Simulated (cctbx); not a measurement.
# What resolution and counting buy: SmSn2W2

Space group I4/mmm (no. 139), a = 4.4330 Å, b = 4.4330 Å, c = 11.9950 Å, α = 90.00°, β = 90.00°, γ = 90.00°.

| atom | mult. | x | y | z | Ueq (Å²) |
| --- | --- | --- | --- | --- | --- |
| W1 | 4 | 1/2 | 0 | 1/4 | 0.0058 |
| Sm1 | 2 | 0 | 0 | 0 | 0.0074 |
| Sn1 | 4 | 0 | 0 | 0.3837 | 0.0077 |

The model was made for the exercise: a known structure type with other elements put in, its volume estimated, not relaxed; displacement parameters are assumed.

Five simulated data sets (cctbx; Ag Kα, λ = 0.56087 Å; 6 % proportional error) differ in resolution or exposure (noise floor 15 counts in the first three, 8 in the last two). Each is refined with the right model, isotropic at 1.1 Å and anisotropic otherwise. How do the figures of merit and the uncertainties move?

```
d min (Å)  top counts  ⟨I/σ⟩ (unmerged, absences included)  unique  param. (scale apart)   Rint      R1  GooF  largest s.u. xyz (fractional)  s.u. U of Sn1 (Å²)  largest error (Å)
      1.1        5000                                  4.7      41                     4  0.060  0.0176  0.88                        0.00019              0.0008             0.0014
     0.84        5000                                  4.0      82                     7  0.066  0.0154  0.92                        0.00012              0.0006             0.0012
      0.6        5000                                  3.3     205                     7  0.075  0.0192  0.95                        0.00007              0.0002             0.0017
     0.75         300                                  1.1     111                     7  0.253  0.0410  0.87                        0.00039              0.0014             0.0059
     0.75        3000                                  3.7     111                     7  0.070  0.0163  0.88                        0.00009              0.0004             0.0016
```

The number of reflections grows roughly as 1/d³: 41, 82 and 205 here. R1 follows the noise rather than the truth: at 300 counts it is 0.0410, at 3000 counts 0.0163, while GooF is 0.87 and 0.88: the weights 1/σ² carry the noise. The s.u. of U (U11 where anisotropic) for Sn1 goes 0.0008, 0.0006, 0.0002 Å² with resolution and 0.0014, 0.0004 Å² with exposure.

Hardware for the 0.6 Å refinement: 0.33 s on 1 thread of Arm Neoverse V2 (shared host), peak memory 0.09 GiB.

[Logs are printed without paths, hosts, clocks, repeated set-up lines and the standing remarks that a program may print on its own settings, such as how far it seeks lower states.]
